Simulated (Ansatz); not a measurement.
# A hypothetical structure for Sr2MgP2, part 2 of 2

This structure for Sr2MgP2 is made up. Its elements were placed in a known structure type with a cell scaled to their sizes. What cell does the guess relax to, and how far off was it?

Ansatz 0.2.0; DFT, PBEsol, plane-wave PAW, files of the set soft_1, scalar-relativistic, no spin, cell and ions relaxed at zero pressure; PAW set soft_1 (the session's first sound run).

So far: The structure; Relaxing cell and atoms. The relaxed cell has a = 4.889, c = 6.329 Å (conventional setting).

## Step 3: Bands of the relaxed cell

A second self-consistent run takes a narrower smearing and the mesh shown in its input; the bands follow along the standard path of the relaxed lattice.

This step: DFT, PBEsol, plane-wave PAW, files of the set soft_1, scalar-relativistic, no spin, bands and density of states at the relaxed cell; PAW set soft_1 (Ansatz 0.2.0).

The input, input.yaml:

```yaml
crystal:
  lattice:
    - [4.8885664188, 0.0, 0.0]
    - [-2.4442832094, 4.2336227067, 0.0]
    - [0.0, 0.0, 6.3293701046]
  atoms:
    - { symbol: Sr, position: [0.6666666667, 0.3333333333, 0.2940622308] }
    - { symbol: Sr, position: [0.3333333333, 0.6666666667, 0.7059377692] }
    - { symbol: P, position: [0.6666666667, 0.3333333333, 0.8012810102] }
    - { symbol: P, position: [0.3333333333, 0.6666666667, 0.1987189898] }
    - { symbol: Mg, position: [0.0, 0.0, 0.0] }
kpoints:
  mp_grid: { grid: [8, 8, 6] }
  band_path:
    path:
      - [[0.0, 0.0, 0.0], [0.5, 0.0, 0.0], [0.33333333, 0.33333333, 0.0], [0.0, 0.0, 0.0], [0.0, 0.0, 0.5], [0.5, 0.0, 0.5], [0.33333333, 0.33333333, 0.5], [0.0, 0.0, 0.5]]
      - [[0.5, 0.0, 0.5], [0.5, 0.0, 0.0]]
      - [[0.33333333, 0.33333333, 0.0], [0.33333333, 0.33333333, 0.5]]
    npoints: 8
scf:
  occupations: { method: fermi_dirac, width: 0.03 }
  n_extra_bands: 9
hamiltonian:
  xc: pbesol
  pseudopotentials: { kind: paw, azcp: { folder: soft_1 }, xc_functional: pbe }
output:
  forces: true
  stress: true
  write_bands: true
  dos: { projected: true }
  write_density: true
  write_potential: true
  elf: true
  volumetric_format: npy
```

On the command line:

```sh
$ ansatz run input.yaml --threads 4 --pin off --max-ram 8192MiB --backend cpu --events-out ev --progress --plain --runs-dir out
```

Numbers of over 12 decimals in the logs are rounded to 6 here.

The log of the run:

```text
[...]
Crystal: 5 atoms, lattice volume = 130.995 Å³
Basis set: ecut = 420 eV, 2583 PW (Γ), exchange–correlation on 72×72×90 points (8 copies of the dense FFT grid, shifted against one another)
Bands: 29, of which v1, the nominal top of the filled ones, is band 20 counted from 1 (19 counted from 0)
Symmetry: 12 space group operations
[...]
k-points: 50 of 384
[...]
SCF iter   1: F=—  HF=-10381.410439 eV  |F-HF|=—  |Δ(HF+E_count)|=         —  Δρ=2.69e-2  dr2=2.56e0  ethr=3.10e-3  ⟨swp⟩=10.1  Hψ=9699  notcnv=0
[...]
SCF iter   8: F=-10380.555906 eV  HF=-10380.555906 eV  |F-HF|=1.16e-8  |Δ(HF+E_count)|=   8.51e-8  Δρ=6.59e-6  dr2=3.12e-8  ethr=2.50e-10  ⟨swp⟩=22.1  Hψ=14881  notcnv=0
SCF 1 converged in 8 iterations: F = -10380.555906 eV  dr2 = 3.12e-8
[...]
NSCF: frozen V_eff on 75 k-points
SCF converged after 8 iterations
Free energy (F): -10380.555906 eV
[...]
Internal energy: -10380.555572 eV  (E = F + TS)
E sigma→0 (E₀):  -10380.555739 eV
Entropy (-TS):   -0.000334 eV (-0.067 meV/atom)
Fermi energy:    7.012504 eV
[...]
--- Forces (eV/Å), atoms counted from 1 ---
  atom   1  Sr     0.00000000     0.00000000     0.00054735
  atom   2  Sr     0.00000000    -0.00000000    -0.00054735
  atom   3  P      0.00000000     0.00000000     0.00056123
  atom   4  P      0.00000000    -0.00000000    -0.00056123
  atom   5  Mg     0.00000000    -0.00000000     0.00000000
  max |Σ_I F_I| component: 2.31e-18 eV/Å
--- Stress (GPa, compression-positive) ---
       -0.017791       0.000000       0.000000
        0.000000      -0.017791       0.000000
        0.000000       0.000000       0.019221
  P = ⅓ Tr σ = -0.0055 GPa (-0.055 kbar)
--- Band table (eV; the first three rows and the last of 50) ---
  k-point 0: bands = [... 16 lower, 5.1825, 5.2924, 5.2924, 6.9749, 7.0203, 9.1804, 9.1804, 9.3026, ... 5 higher]
  k-point 1: bands = [... 16 lower, 5.1041, 5.3280, 5.3280, 6.3440, 7.3250, 9.2976, 9.3497, 9.3497, ... 5 higher]
  k-point 2: bands = [... 16 lower, 5.0041, 5.3441, 5.3441, 5.6320, 7.5808, 9.0648, 9.8151, 9.8151, ... 5 higher]
  k-point 49: bands = [... 16 lower, 4.0805, 5.5593, 6.0726, 6.0995, 8.4763, 8.5936, 9.6006, 10.7944, ... 5 higher]
```

The job ended after 4.1 s (4 threads of AMD EPYC 7B13 (Zen 3), shared host; peak memory 0.56 GiB; 15 s of CPU time).

Numbers from this step:

```yaml
free_energy: -10380.5559 eV
energy_at_zero_smearing: -10380.5557 eV
fermi_energy: 7.013 eV
gap_by_band_count: 0.04541 eV
pressure: -0.005453 GPa
```

From bands.tsv. Electronic bands along the path, in eV, zero at the valence top; v1 is the highest filled band, c1 the lowest empty one:

| point | v4 | v3 | v2 | v1 | c1 | c2 | c3 | c4 |
| --- | --- | --- | --- | --- | --- | --- | --- | --- |
| Γ | -1.79 | -1.68 | -1.68 | 0.00 | 0.05 | 2.21 | 2.21 | 2.33 |
| halfway | -1.96 | -1.96 | -1.10 | -0.35 | 1.60 | 1.88 | 1.97 | 3.00 |
| M | -1.99 | -1.58 | -0.88 | -0.56 | 1.09 | 1.89 | 2.05 | 2.57 |
| halfway | -2.10 | -1.45 | -0.89 | -0.77 | 1.10 | 1.32 | 2.61 | 2.68 |
| K | -2.25 | -1.05 | -1.05 | -1.05 | 0.69 | 1.43 | 2.60 | 3.40 |
| halfway | -1.96 | -1.62 | -1.18 | -0.40 | 1.48 | 1.91 | 2.19 | 3.07 |
| Γ | -1.79 | -1.68 | -1.68 | 0.00 | 0.05 | 2.21 | 2.21 | 2.33 |
| halfway | -1.93 | -1.63 | -1.63 | -1.01 | 0.48 | 2.24 | 2.58 | 2.58 |
| A | -2.01 | -1.65 | -1.63 | -1.63 | 0.76 | 1.88 | 3.38 | 3.38 |
| halfway | -2.10 | -1.78 | -1.10 | -1.06 | 1.70 | 1.96 | 3.11 | 3.36 |
| L | -2.11 | -1.61 | -1.24 | -0.58 | 1.42 | 1.75 | 3.04 | 3.23 |
| halfway | -2.61 | -1.50 | -0.96 | -0.78 | 1.49 | 1.67 | 2.73 | 3.59 |
| H | -2.97 | -1.39 | -0.90 | -0.90 | 1.49 | 1.60 | 2.59 | 4.03 |
| halfway | -2.23 | -1.44 | -1.24 | -0.99 | 1.78 | 1.91 | 3.09 | 3.30 |
| A | -2.01 | -1.65 | -1.63 | -1.63 | 0.76 | 1.88 | 3.38 | 3.38 |
| jump to L | -2.11 | -1.61 | -1.24 | -0.58 | 1.42 | 1.75 | 3.04 | 3.23 |
| halfway | -2.05 | -1.66 | -0.92 | -0.57 | 1.17 | 1.70 | 2.45 | 2.83 |
| M | -1.99 | -1.58 | -0.88 | -0.56 | 1.09 | 1.89 | 2.05 | 2.57 |
| jump to K | -2.25 | -1.05 | -1.05 | -1.05 | 0.69 | 1.43 | 2.60 | 3.40 |
| halfway | -2.65 | -1.24 | -0.94 | -0.94 | 1.10 | 1.60 | 2.40 | 3.50 |
| H | -2.97 | -1.39 | -0.90 | -0.90 | 1.49 | 1.60 | 2.59 | 4.03 |

Counts of states for the cell as run, both spins, by energy window (eV from the valence-band top):

```csv
from,to,total
-8,-7,0.00
-7,-6,0.00
-6,-5,0.00
-5,-4,0.00
-4,-3,1.75
-3,-2,3.81
-2,-1,3.92
-1,0,2.52
0,1,0.13
1,2,3.71
2,3,2.70
3,4,4.15
4,5,5.10
```

A further 28.0 states lie below the table's range.

Electrostatic potential energy in the ac plane at fractional y = 0.333, with atoms of Sr and P within 0.2 Å of it. With pseudopotentials it is smooth inside the atoms' cores, unlike the true potential.

Ten even steps from '0' (-90 eV) to '9' (10 eV), each cell a mean:
```
99999999989999
99999998766899
99999997545799
99999997544699
99999998555799
99999999878999
99999999999999
99999999999999
99999999999999
99999999888999
99999998635799
99999986100589
99999985000389
99999986100589
99999998656899
99999999988999
99999999999999
99999999999999
```
Columns run along a (4.9 Å; values clipped at the 3rd and 97th percentile), rows up along c (6.3 Å). Atoms in or near the plane, at fractional coordinates: Sr at (0.67, 0.29), P at (0.67, 0.80).

ELF in the ac plane at fractional y = 0.333, with atoms of Sr and P within 0.2 Å of it. It is the smooth field of the valence electrons, not physical close to the nuclei.

Values, 18 rows by 14 columns, each cell a mean:
```
0.25 0.21 0.20 0.21 0.24 0.36 0.58 0.75 0.82 0.84 0.83 0.78 0.63 0.41
0.30 0.15 0.11 0.14 0.26 0.52 0.74 0.82 0.77 0.66 0.75 0.83 0.78 0.59
0.31 0.11 0.07 0.09 0.25 0.59 0.79 0.78 0.41 0.10 0.30 0.74 0.81 0.67
0.24 0.08 0.06 0.07 0.20 0.56 0.79 0.74 0.24 0.01 0.13 0.67 0.81 0.65
0.17 0.08 0.08 0.08 0.14 0.47 0.76 0.81 0.58 0.30 0.50 0.78 0.80 0.57
0.12 0.07 0.09 0.08 0.10 0.37 0.70 0.83 0.84 0.82 0.84 0.84 0.76 0.46
0.08 0.05 0.05 0.05 0.07 0.28 0.59 0.76 0.82 0.83 0.82 0.78 0.66 0.35
0.06 0.03 0.03 0.03 0.05 0.17 0.36 0.47 0.51 0.51 0.51 0.49 0.40 0.21
0.05 0.04 0.04 0.04 0.05 0.07 0.09 0.10 0.12 0.13 0.12 0.11 0.10 0.07
0.08 0.16 0.21 0.18 0.10 0.04 0.06 0.23 0.47 0.58 0.51 0.29 0.09 0.04
0.14 0.36 0.47 0.40 0.19 0.06 0.24 0.65 0.82 0.82 0.82 0.72 0.33 0.06
0.21 0.51 0.63 0.56 0.28 0.10 0.43 0.81 0.72 0.44 0.65 0.82 0.55 0.11
0.29 0.62 0.72 0.66 0.37 0.13 0.48 0.81 0.56 0.08 0.43 0.81 0.60 0.13
0.39 0.70 0.77 0.73 0.47 0.15 0.36 0.77 0.76 0.55 0.71 0.81 0.47 0.12
0.47 0.73 0.79 0.76 0.55 0.18 0.15 0.52 0.79 0.84 0.82 0.61 0.21 0.12
0.47 0.69 0.76 0.72 0.53 0.21 0.08 0.15 0.36 0.48 0.40 0.19 0.07 0.15
0.36 0.55 0.63 0.58 0.41 0.20 0.12 0.11 0.14 0.16 0.15 0.12 0.11 0.17
0.25 0.35 0.40 0.37 0.28 0.23 0.29 0.43 0.53 0.57 0.55 0.46 0.32 0.22
```
Columns run along a (4.9 Å), rows up along c (6.3 Å). Atoms in or near the plane, at fractional coordinates: Sr at (0.67, 0.29), P at (0.67, 0.80).

Valence density in the ac plane at fractional y = 0.333, with atoms of Sr and P within 0.2 Å of it. It is the smooth field of the valence electrons, not physical close to the nuclei.

Ten even steps from '0' (0.0 e/Å³) to '9' (2.5 e/Å³), each cell a mean:
```
00000000111100
00000001222110
00000012211210
00000012101210
00000012212210
00000001222100
00000000111000
00000000000000
00000000000000
00000000121000
00000002576300
00000015999610
00000016969720
00000014999510
00000001465200
00000000111000
00000000000000
00000000000000
```
Columns run along a (4.9 Å), rows up along c (6.3 Å). Atoms in or near the plane, at fractional coordinates: Sr at (0.67, 0.29), P at (0.67, 0.80).

## Step 4: Results

- space group, relaxed: P-3m1
- conventional cell: a = 4.889, b = 4.889, c = 6.329 Å; α = 90.0°, β = 90.0°, γ = 120.0°
- volume per atom: 26.20 Å³ (guess 32.23)

**Reading.** Sr2MgP2 relaxes to P-3m1 with a = 4.889, b = 4.889 and c = 6.329 Å. The guessed volume was 23 % too large. The space group P-3m1 was held in the relaxation, so the end point is a stationary structure within it and may be a saddle against distortions or other arrangements. It has a direct Kohn–Sham gap of 0.05 eV, which semilocal functionals understate. On the 8×8×6 mesh with the narrower smearing (relaxed on 6×6×4) the largest force component is 0.001 eV/Å and the largest stress component is 0.019 GPa, within the relaxation's thresholds of 0.015 eV/Å and 0.05 GPa. The cutoff wasn't tested. A vector of the cell changed its length by 18 %, more than the volume shows. No dispersion term is used, so weakly bound directions may come out too long. Nothing here tests whether the compound is stable against decomposition.

[Logs are printed without paths, hosts, clocks, repeated set-up lines and the standing remarks that a program may print on its own settings, such as how far it seeks lower states.]

[Hosts, paths, dates, database ids (printed as entryN), source tags and the programs' standing remarks are cut or masked in the printed files.]
